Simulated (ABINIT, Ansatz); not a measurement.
Entries from a set of simulations; values are calculated unless marked as measured.

```xyz
6
Lattice="4.408 0.000 0.000 0.000 4.408 0.000 0.000 0.000 7.202" Properties=species:S:1:pos:R:3 pbc="T T T" subject="BaHCl (P4/nmm): G0W0 with ABINIT, start to end" method="RPA screening on LDA, plane waves, norm-conserving pseudopotentials (and 2 further levels or steps)" program="ABINIT 10.8.3" settings="cutoff 31 Ha, PseudoDojo scalar-relativistic 0.4.1 standard, norm-conserving, ngkpt (4, 4, 2), nband 386, ecuteps 8 Ha, inclvkb 2, shiftk (0, 0, 0), symchi 1, awtr 1, frequency ppm, 4×4×2 k-mesh" cost="5 runs, 60 min in all on 4 MPI ranks of Intel Xeon 6975P-C (Granite Rapids), shared host" notes="The cell and positions come from the Crystallography Open Database and are kept as given unless a step says otherwise. Limits: no spin-orbit coupling. The 4×4×2 mesh is coarse for this cell, which bears on the long-range parts of exchange and screening." lda_gap="3.00 eV, direct" g0w0_gap_on_the_mesh="5.28 eV" gw_settings="4×4×2 mesh, 386 bands, screening to 217.7 eV, Godby-Needs plasmon pole" known_limits="short of the basis limit; no spin-orbit coupling; coarse k mesh"
Ba    0.000    2.204    1.548
Ba    2.204    0.000    5.654
H     0.000    0.000    0.000
H     2.204    2.204    0.000
Cl    0.000    2.204    4.681
Cl    2.204    0.000    2.521
```

[Long decimals in the printed logs are rounded to 6 places.]

[Logs are printed without paths, hosts, clocks, repeated set-up lines and the standing remarks that a program may print on its own settings, such as how far it seeks lower states.]

[Paths, hosts, dates, memory and timing lines, banners, echoed tables and standing remarks are left out of the program output; an Ansatz launch command may be rebuilt from the run's recorded settings. Measured values are a selection of at most five: reports struck by readers or far from the other reports are left out. None is set beside runs whose start may be inverted or whose files or cutoffs have a known fault.]

[Runs of the session that timed out or met a known fault of the program may be left out.]

[Hosts, paths, dates, database ids (printed as entryN), source tags and the programs' standing remarks are cut or masked in the printed files.]

[G0W0 gaps are taken among the corrected bands and points alone; a level outside them can change the order at an edge.]

[Where Ansatz stands beside ABINIT at settings called matched, ABINIT's density can come from a denser mesh and the files from another edition; pairs whose starting gaps differed by over 0.03 eV were left out, so agreement reads better than it is.]
